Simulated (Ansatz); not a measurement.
# Al (Aluminum, Fm-3m): thermal expansion from first principles

How much does Aluminum expand with temperature?

Experimental results on record:
- volume expansion coefficient 69 1e-6/K and heat capacity C_P per formula unit 24.2 J/mol/K near room temperature (given in “High-Throughput Prediction of Finite-Temperature Properties using the Quasi-Harmonic Approximation”, 2016, arXiv:1603.06924)

Calculated with Ansatz 0.2.0; DFT PBEsol, scalar-relativistic, plane waves, PAW, in the first sound run; inputs show where later runs differ.

## 1. The structure

Symmetry: Fm-3m, No. 225, cubic system. Conventional cell: a = 4.050 Å, b = 4.050 Å, c = 4.050 Å, α = 90.00°, β = 90.00°, γ = 90.00°. Al has 12 Al at 2.86 Å nearest.

## 2. Probe on a coarse mesh

Before spending time, one coarse run tells the gap and the pressure of the starting cell.

input.yaml reads:

```yaml
crystal:
  lattice:
    - [0.0, 2.024805, 2.024805]
    - [2.024805, 0.0, 2.024805]
    - [2.024805, 2.024805, 0.0]
  atoms:
    - { symbol: Al, position: [0.0, 0.0, 0.0] }
kpoints:
  mp_grid: { grid: [8, 8, 8] }
hamiltonian:
  xc: pbesol
scf:
  occupations: { method: gaussian, width: 0.1 }
  lower_state_search: "off"
output:
  forces: true
  stress: true
  eigenvalues: true
```

Launch:

```sh
> ansatz run input.yaml --threads 4 --pin off --max-ram 16384MiB --backend cpu --events-out ev --progress --plain --runs-dir out
```

Numbers of over 12 decimals in the logs are rounded to 6 here.

What it wrote:

```text
Engine: ansatz 0.2.0, aarch64-unknown-linux-gnu
Pseudopotentials: kind: paw
Pseudopotential: Al, paw, valence charge 3, recommended cutoff 420 eV (normal), Al.paw.azcp
Functional definition: PBEsol
  exchange = pbesol_x
  correlation = pbesol_c
Crystal: 1 atoms, lattice volume = 16.603 Å³
Basis set: ecut = 420 eV, 331 PW (Γ), exchange–correlation on 40×40×40 points (8 copies of the dense FFT grid, shifted against one another)
Bands: 6, of which v1, the nominal top of the filled ones, is band 2 counted from 1 (1 counted from 0)
Symmetry: 48 space group operations
Space group: Fm-3m (ITA 225), of the structure as read, at distance tolerance 2.6e-5 Å
k-points: 29 of 512
Non-local potential: Al, projectors of the file, l = 0: 2, l = 1: 2, l = 2: 1
PAW form: soft (Blöchl's): semilocal exchange-correlation on the pseudo side does not see the compensation charge
PAW frozen core: Al, regenerated for the run's functional, and the local potential with it (the file was generated under x = pbe(κ = 0.804, μ = 0.219515), c = pbe(β = 0.066725))
PAW one-centre angular grid: Al, 110 points (default); XC on 64 Gauss nodes
Initial density: superposition of atomic densities (neutral atoms: chi_scale 0, normalization atom), corrected by the library's trained network
Initial wavefunctions: pseudopotential atomic-orbital guess
Functional: x = pbesol(κ = 0.804, μ = 0.123457), c = pbesol(β = 0.046)
SCF iter   1: F=—  HF=-524.540966 eV  |F-HF|=—  |Δ(HF+E_count)|=         —  Δρ=9.47e-4  dr2=1.14e-4  ethr=1.77e-3  ⟨swp⟩=4.7  Hψ=1502  notcnv=0
preconditioner: auto → none  [insulator: Δε(μ)=0.450 eV  Ē_g=13.141 eV  σ=0.100 eV  W_gap=0.86  n_scr=0 (ndim 8)  ℏωp=15.8 eV  f_vac=0.000  D(μ)=0.62/eV (n_scr^D=0)  ε∞_Penn≈2.4]
SCF iter   2: F=—  HF=-524.540974 eV  |F-HF|=—  |Δ(HF+E_count)|=   7.87e-6  Δρ=4.33e-4  dr2=2.13e-5  ethr=3.80e-6  ⟨swp⟩=1.5  Hψ=422  notcnv=0
SCF iter   3: F=—  HF=-524.540993 eV  |F-HF|=—  |Δ(HF+E_count)|=   1.86e-5  Δρ=2.57e-5  dr2=7.03e-8  ethr=7.10e-7  ⟨swp⟩=1.0  Hψ=160  notcnv=0
iter 4 did not close the SCF: its close was put off for the readings that it lacked (scf_convergence_deferred on its scf_iter line)
SCF iter   4: F=-524.540993 eV  HF=-524.540993 eV  |F-HF|=8.32e-11  |Δ(HF+E_count)|=   1.56e-8  Δρ=1.12e-6  dr2=1.54e-10  ethr=2.34e-9  ⟨swp⟩=1.3  Hψ=168  notcnv=0
iter 5 did not close the SCF: its close was put off for the readings that it lacked (scf_convergence_deferred on its scf_iter line)
SCF iter   5: F=-524.540993 eV  HF=-524.540993 eV  |F-HF|=3.41e-13  |Δ(HF+E_count)|=  6.07e-11  Δρ=6.99e-8  dr2=6.13e-13  ethr=5.13e-12  ⟨swp⟩=2.2  Hψ=204  notcnv=0
SCF iter   6: F=-524.540993 eV  HF=-524.540993 eV  |F-HF|=0.00e0  |Δ(HF+E_count)|=  4.55e-13  Δρ=3.06e-8  dr2=1.71e-13  ethr=1.00e-12  ⟨swp⟩=2.1  Hψ=608  notcnv=0
SCF 1 converged in 6 iterations: F = -524.540993 eV  dr2 = 1.71e-13
  greatest PAW one-centre occupation: 0.448 electrons in one spin orbital (limit 2), on the Al atom at site 0 (counted from 0), in its partial waves of l = 0
SCF converged after 6 iterations
Free energy (F): -524.540993 eV
Harris-Foulkes:  -524.540993 eV  (|F-HF|=0.00e0)
Internal energy: -524.537865 eV  (E = F + TS)
E sigma→0 (E₀):  -524.539429 eV
Entropy (-TS):   -0.003128 eV (-3.128 meV/atom)
Fermi energy:    7.877429 eV
--- Per-component energies (eV) ---
  E_band       = 10.264627
  E_kinetic    = 22.752203
  E_local      = 9.654611  (includes V_loc(G=0)·N_el)
  E_nonlocal   = 10.340967
  E_hartree    = 0.106846
  E_xc         = -39.352526
  E_vxc        = -29.095000  (∫ρ·V_xc dr)
  E_paw        = -454.696049  (= ΣΔE_a)
  E_vpaw       = -3.601842  (= ΣTr[D̂ρ^β])
  E_aug_tail   = -0.000003  (compensation charges beyond the density's cutoff)
  E_ewald      = -73.363052
  E_core_change = 0.019139  (= ΣΔE_core)
  E_smearing   = -0.003128  (= −TS)
  E_closure    = 0.000000  (closes the sum)
  Σ components = -524.540993   (vs F -524.540993, Δ=0.00e0)
--- Forces (eV/Å), atoms counted from 1 ---
  atom   1  Al     0.00000000     0.00000000    -0.00000000
  max |Σ_I F_I| component: 8.22e-33 eV/Å
--- Stress (GPa, compression-positive) ---
       -1.926065      -0.000000      -0.000000
       -0.000000      -1.926065       0.000000
        0.000000      -0.000000      -1.926065
  P = ⅓ Tr σ = -1.9261 GPa (-19.261 kbar)
--- Band table (eV; the first three rows and the last of 29) ---
  k-point 0: bands = ["-3.2580", "20.3021", "20.3021", "20.3021", "21.8156", "21.8156"]
  k-point 1: bands = ["-2.8358", "16.0738", "19.3850", "19.3850", "22.4472", "23.3145"]
  k-point 2: bands = ["-1.5769", "11.2368", "18.6328", "18.6328", "22.0931", "22.4215"]
  k-point 28: bands = ["6.9877", "6.9877", "7.9847", "8.8918", "23.5034", "23.5034"]
```

Run time: 0.76 s. Hardware: 4 threads of Arm Neoverse V1, shared host; peak memory 0.23 GiB.

The column dr2 measures how far the density is from self-consistency, as an energy; F and HF (Harris–Foulkes) agree once it is small.

This step gave:

- pressure: -1.926 GPa
- volume per atom: 16.60 Å³/atom
- gap on the k-mesh: 0 eV

The start is under -1.9 GPa at this level and looks like a metal on this mesh.

## 3. Finding the static equilibrium

The vibrations must be taken about the equilibrium of this functional, not about the starting cell, so the structure is relaxed.

input.yaml, the sections that differ from step 2:

```yaml
kpoints:
  mp_grid: { grid: [18, 18, 18] }
output:
  forces: true
  stress: true
  eigenvalues: true
  write_density: true
  write_potential: true
  elf: true
  volumetric_format: npy
relax:
  adjacent_minimum: "off"
  f_tol: 0.005
  max_steps: 80
  cell: { stress_tol: 0.05 }
# crystal, hamiltonian, scf: as in step 2
```

What it wrote:

```text
[...]
Crystal: 1 atoms, lattice volume = 16.603 Å³
Basis set: ecut = 420 eV, 331 PW (Γ), exchange–correlation on 40×40×40 points (8 copies of the dense FFT grid, shifted against one another)
Bands: 6, of which v1, the nominal top of the filled ones, is band 2 counted from 1 (1 counted from 0)
Symmetry: 48 space group operations
[...]
k-points: 195 of 5832
[...]
SCF iter   1: F=—  HF=-524.544156 eV  |F-HF|=—  |Δ(HF+E_count)|=         —  Δρ=6.48e-4  dr2=2.64e-5  ethr=1.77e-3  ⟨swp⟩=4.7  Hψ=10047  notcnv=0
[...]
SCF iter   6: F=-524.544188 eV  HF=-524.544188 eV  |F-HF|=1.25e-12  |Δ(HF+E_count)|=  1.11e-11  Δρ=1.44e-7  dr2=3.65e-12  ethr=1.00e-12  ⟨swp⟩=3.9  Hψ=4590  notcnv=0
SCF 1 converged in 6 iterations: F = -524.544188 eV  dr2 = 3.65e-12
[...]
relax step   1: F+E_penalty+E_count = -524.54418785 eV  Δ(F+E_penalty+E_count) = +0.000e0 eV  max|allowed force component| = 0.000e0 eV/Å  Δτ_max = 0.0000 Å  P = -1.956 GPa  Ω = 16.603 Å³  (6 SCF iters, accepted)
Crystal: 1 atoms, lattice volume = 16.126 Å³
[...]
iter 1 solved again at ethr=3.12e-6 eV; its pass at ethr=3.10e-3 eV (dr2=9.36e-5 eV) is discarded
[...]
SCF iter   3: F=-524.546928 eV  HF=-524.546928 eV  |F-HF|=1.77e-9  |Δ(HF+E_count)|=   1.49e-5  Δρ=5.31e-6  dr2=2.83e-9  ethr=3.33e-9  ⟨swp⟩=6.4  Hψ=6877  notcnv=0
SCF 2 converged in 3 iterations: F = -524.546928 eV  dr2 = 2.83e-9
relax step   2: F+E_penalty+E_count = -524.54692766 eV  Δ(F+E_penalty+E_count) = -2.740e-3 eV  max|allowed force component| = 0.000e0 eV/Å  Δτ_max = 0.0000 Å  P = +0.300 GPa  Ω = 16.126 Å³  energy of the carried Pulay correction = +1.910e-4 eV  (3 SCF iters, dr2 threshold 1.00e-7 eV, accepted)
Crystal: 1 atoms, lattice volume = 16.188 Å³
[...]
SCF iter   3: F=-524.546958 eV  HF=-524.546958 eV  |F-HF|=3.17e-11  |Δ(HF+E_count)|=   5.37e-7  Δρ=6.63e-7  dr2=3.56e-11  ethr=3.33e-9  ⟨swp⟩=5.0  Hψ=4222  notcnv=0
SCF 3 converged in 3 iterations: F = -524.546958 eV  dr2 = 3.56e-11
relax step   3: F+E_penalty+E_count = -524.54695782 eV  Δ(F+E_penalty+E_count) = -3.016e-5 eV  max|allowed force component| = 0.000e0 eV/Å  Δτ_max = 0.0000 Å  P = -0.012 GPa  Ω = 16.188 Å³  energy of the carried Pulay correction = +1.659e-4 eV  (3 SCF iters, dr2 threshold 1.00e-7 eV, accepted)
[...]
SCF iter   3: F=-524.546810 eV  HF=-524.546810 eV  |F-HF|=2.27e-12  |Δ(HF+E_count)|=   3.75e-9  Δρ=2.51e-7  dr2=7.07e-12  ethr=1.00e-12  ⟨swp⟩=3.5  Hψ=4652  notcnv=0
SCF 4 converged in 3 iterations: F = -524.546810 eV  dr2 = 7.07e-12
relax step   4: F+E_penalty+E_count = -524.54681039 eV  Δ(F+E_penalty+E_count) = +1.474e-4 eV  max|allowed force component| = 0.000e0 eV/Å  Δτ_max = 0.0000 Å  P = -0.029 GPa  Ω = 16.188 Å³  stress off target by 2.86e-2 GPa  SCF on the basis re-selected at this cell (its energy is not comparable with the rows above)  (3 SCF iters)
basis re-selected at this cell: Δ(F+E_penalty+E_count) = +1.474e-4 eV, ΔP = -0.016 GPa vs the last step (what re-selecting the basis moved, of the pressure what is left beyond the Pulay correction that the steps carried, after the strain that the cell walked since its last selection, with what the two solves' SCF thresholds leave and, on support functions, any second-order correction that the steps lacked; it is no measure of the basis error at this ecutwfc). This SCF's stress stands 2.86e-2 GPa from its target on what of the cell is left free (relax.cell.stress_tol is 5.00e-2 GPa) and its largest allowed force component is 0.00e0 eV/Å (relax.f_tol is 5.00e-3 eV/Å): [rest of the remark cut]
SCF converged after 3 iterations
Free energy (F): -524.546810 eV
[...]
Internal energy: -524.543824 eV  (E = F + TS)
E sigma→0 (E₀):  -524.545317 eV
Entropy (-TS):   -0.002986 eV (-2.986 meV/atom)
Fermi energy:    8.073911 eV
[...]
--- Stress (GPa, compression-positive) ---
       -0.028588       0.000000       0.000000
        0.000000      -0.028588       0.000000
        0.000000       0.000000      -0.028588
  P = ⅓ Tr σ = -0.0286 GPa (-0.286 kbar)
--- Band table (eV; the first three rows and the last of 195) ---
[...]
--- Relaxed structure (3 steps of the walk, 3 accepted, 1 SCFs on fresh bases) ---
  F+E_penalty+E_count = -524.54681039 eV   max|allowed force component| = 0.000e0 eV/Å   (the final SCF, on the basis selected at the relaxed cell)
  cell:  # Å, volume = 16.1878 Å³
    - [0, 2.007794, 2.007794]
    - [2.007794, 0, 2.007794]
    - [2.007794, 2.007794, 0]
  atoms:
    - { symbol: Al, position: [0.0, 0.0, 0.0] }
```

It took 1.9 s on 4 threads; peak memory 0.29 GiB; 6.3 s of CPU time.

Step by step:

```
step  energy less that of the first step (eV)  largest force component (eV/Å)  pressure (GPa)  volume (Å³)
   1                                   0.0000                          0.0000           -1.96        16.60
   2                                  -0.0027                          0.0000            0.30        16.13
   3                                  -0.0028                          0.0000           -0.01        16.19
  4*                                  -0.0026                          0.0000           -0.03        16.19
```

Relaxation steps marked * repeat the geometry before them on a plane-wave basis chosen anew for their cell, so energy and pressure can jump there.

| conventional cell, symmetrised | before | after | change |
| --- | --- | --- | --- |
| a (Å) | 4.050 | 4.016 | -0.8 % |
| b (Å) | 4.050 | 4.016 | -0.8 % |
| c (Å) | 4.050 | 4.016 | -0.8 % |
| volume (Å³/atom) | 16.60 | 16.19 | -2.5 % |

Final coordinates:

```
Al
1.0
     0.00000    2.00779    2.00779
     2.00779    0.00000    2.00779
     2.00779    2.00779    0.00000
Al
1
Cartesian
  0.0000 0.0000 0.0000
```

This step gave:

```
pressure        : -0.02859 GPa
volume per atom : 16.19 Å³/atom
```

ELF in the ac plane of the conventional cell at fractional y = 0.000, with atoms of Al within 0.2 Å of it. It is the smooth field of the valence electrons, not physical close to the nuclei.

Ten even steps from '0' (0.07) to '9' (0.62), each cell a mean:
```
00377533467610
02698654578841
57999877789986
78999977899987
56799632489876
34687200048754
33575002027743
34676100037753
45788410269865
77899865799987
78999877899997
24898765679963
00487543468720
20277433357500
```
Columns run along a (4.0 Å), rows up along c (4.0 Å), edges of the conventional cell, whose origin can differ from the input's. Atoms in or near the plane, at fractional coordinates: Al at (0.00, 0.00), Al at (0.50, 0.50).

Electrostatic potential energy in the ac plane of the conventional cell at fractional y = 0.000, with atoms of Al within 0.2 Å of it. With pseudopotentials it is smooth inside the atoms' cores, unlike the true potential.

Values in eV, 14 rows by 14 columns, each cell a mean:
```
  1  -4 -10  -2   6   9  10  10  10   8   4  -7  -9  -1
 -7  -9  -7   2   7   9   9   9   9   8   5  -2  -9  -9
 -8  -5   0   5   7   7   6   6   6   7   7   3  -2  -7
  3   4   6   7   5   2  -2  -3  -1   3   6   7   5   4
  8   8   8   6   0  -7 -10 -10  -9  -5   3   7   8   8
 10  10   8   4  -5  -9  -4  -2  -7  -9  -1   6   9  10
 10  10   8   3  -8  -7   1   4  -2 -10  -3   6   9  10
 10  10   8   4  -7  -9  -1   1  -4 -10  -2   6   9  10
  9   9   8   5  -2  -9  -9  -7  -9  -7   2   7   9   9
  6   6   7   7   3  -2  -7  -8  -5   0   5   7   7   6
 -3  -1   3   6   7   5   4   3   4   6   7   5   2  -2
-10  -9  -5   3   7   8   8   8   8   8   6   0  -7 -10
 -2  -7  -9  -1   6   9  10  10  10   8   4  -5  -9  -4
  4  -2 -10  -3   6   9  10  10  10   8   3  -8  -7   1
```
Columns run along a (4.0 Å; values clipped at the 3rd and 97th percentile), rows up along c (4.0 Å), edges of the conventional cell, whose origin can differ from the input's. Atoms in or near the plane, at fractional coordinates: Al at (0.00, 0.00), Al at (0.50, 0.50).

Valence density in the ac plane of the conventional cell at fractional y = 0.000, with atoms of Al within 0.2 Å of it. It is the smooth field of the valence electrons, not physical close to the nuclei.

Ten even steps from '0' (0.07 e/Å³) to '9' (0.21 e/Å³), each cell a mean:
```
01597543468840
35898655578974
78998877789998
88899998999988
66789855699876
45688511269754
34687300158753
34688400159754
55789743589865
77899987899887
89999888889999
56998766678985
12697544568851
01587533468730
```
Columns run along a (4.0 Å), rows up along c (4.0 Å), edges of the conventional cell, whose origin can differ from the input's. Atoms in or near the plane, at fractional coordinates: Al at (0.00, 0.00), Al at (0.50, 0.50).

The relaxation ends with a pressure of -0.03 GPa.

## 4. Tight relaxation

The thresholds are tightened for a last relaxation ahead of the phonons, and where mesh or smearing change with them the cell follows.

input.yaml reads:

```yaml
crystal:
  lattice:
    - [0.0, 2.0077938082, 2.0077938082]
    - [2.0077938082, 0.0, 2.0077938082]
    - [2.0077938082, 2.0077938082, 0.0]
  atoms:
    - { symbol: Al, position: [0.0, 0.0, 0.0] }
kpoints:
  mp_grid: { grid: [20, 20, 20] }
hamiltonian:
  xc: pbesol
scf:
  occupations: { method: methfessel_paxton, width: 0.2 }
  lower_state_search: "off"
output:
  forces: true
  stress: true
  eigenvalues: true
relax:
  adjacent_minimum: "off"
  f_tol: 0.001
  max_steps: 60
  cell: { stress_tol: 0.01 }
```

What it wrote:

```text
[...]
Crystal: 1 atoms, lattice volume = 16.188 Å³
Basis set: ecut = 420 eV, 331 PW (Γ), exchange–correlation on 40×40×40 points (8 copies of the dense FFT grid, shifted against one another)
Bands: 6, of which v1, the nominal top of the filled ones, is band 2 counted from 1 (1 counted from 0)
Symmetry: 48 space group operations
[...]
k-points: 256 of 8000
[...]
0.000000       0.007680      -0.000000
        0.000000      -0.000000       0.007680
  P = ⅓ Tr σ = 0.0077 GPa (0.077 kbar)
--- Band table (eV; the first three rows and the last of 256) ---
[...]
--- Relaxed structure (2 steps of the walk, 2 accepted, 1 SCFs on fresh bases) ---
[...]
cell:  # Å, volume = 16.1662 Å³
    - [0, 2.006900, 2.006900]
    - [2.006900, 0, 2.006900]
    - [2.006900, 2.006900, 0]
  atoms:
    - { symbol: Al, position: [0.0, 0.0, 0.0] }
[key lines of the parts left out:]
SCF converged after 4 iterations
Free energy (F): -524.547776 eV
Fermi energy:    8.144352 eV
```

Elapsed: 1.7 s, on 4 threads; peak memory 0.3 GiB.

Little changed from the start: no atom moved by 0.005 Å and no cell edge by 0.1 %.

This step gave:

```yaml
pressure: 0.007680 GPa
volume_per_atom: 16.17 Å³/atom
```

The residual pressure is 0.0077 GPa, small enough for phonons.

[end of part 1 of 3]

[Logs are printed without paths, hosts, clocks, repeated set-up lines and the standing remarks that a program may print on its own settings, such as how far it seeks lower states.]

[Hosts, paths, dates, database ids (printed as entryN), source tags and the programs' standing remarks are cut or masked in the printed files.]

[A step with changed settings may run another functional than the one named; its input shows which.]
